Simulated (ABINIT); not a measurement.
An input for ABINIT 10.8.3 (Ga2O3 (R-3c)):

```
acell 3*1.0 Angstrom
rprim 
  2.498699193881 1.442624652211 4.483549768500
  -2.498699193881 1.442624652211 4.483549768500
  0.000000000000 -2.885249304422 4.483549768500
ntypat 2
znucl 31 8
natom 10
typat 1 1 1 1 2 2 2 2 2 2
xred 
  0.855585580000 0.855585580000 0.855585580000
  0.644414420000 0.644414420000 0.644414420000
  0.144414420000 0.144414420000 0.144414420000
  0.355585580000 0.355585580000 0.355585580000
  0.750000000000 0.446832820000 0.053167180000
  0.446832820000 0.053167180000 0.750000000000
  0.053167180000 0.750000000000 0.446832820000
  0.250000000000 0.553167180000 0.946832820000
  0.946832820000 0.250000000000 0.553167180000
  0.553167180000 0.946832820000 0.250000000000
pp_dirpath "pseudos"
pseudos "Ga.upf, O.upf"
ecut 36
ngkpt 4 4 4
nshiftk 1
shiftk 0 0 0
kptopt 1
chksymbreak 0
istwfk *1
occopt 1
irdwfk 1
optdriver 4
nband 136
gwcalctyp 0
ecutsigx 36
symsigma 0
nkptgw 2
kptgw 
  0.2500000000 0.0000000000 0.0000000000
  0.0000000000 0.0000000000 0.0000000000
bdgw 
  43 46
  43 46
ecuteps 4
irdscr 1
ppmodel 1
indata_prefix "in"
outdata_prefix "out"
tmpdata_prefix "tmp"
```

```sh
OMP_NUM_THREADS=1 mpirun -n 16 abinit run.abi > log
```

Question: Estimate wall time and host memory on 16 MPI ranks of Arm Neoverse N1, shared host.

It took 54 s; on shared hardware allow 27 s to 1.8 min. Peak host memory was 6.0 GiB.

[Paths, hosts, dates, memory and timing lines, banners, echoed tables and standing remarks are left out of the program output.]

[Logs are printed without paths, hosts, clocks, repeated set-up lines and the standing remarks that a program may print on its own settings, such as how far it seeks lower states.]

[Runs of the session that timed out or met a known fault of the program may be left out.]

[Hosts, paths, dates, database ids (printed as entryN), source tags and the programs' standing remarks are cut or masked in the printed files.]

[G0W0 gaps are taken among the corrected bands and points alone; a level outside them can change the order at an edge.]

[Where Ansatz stands beside ABINIT at settings called matched, ABINIT's density can come from a denser mesh and the files from another edition; pairs whose starting gaps differed by over 0.03 eV were left out, so agreement reads better than it is.]
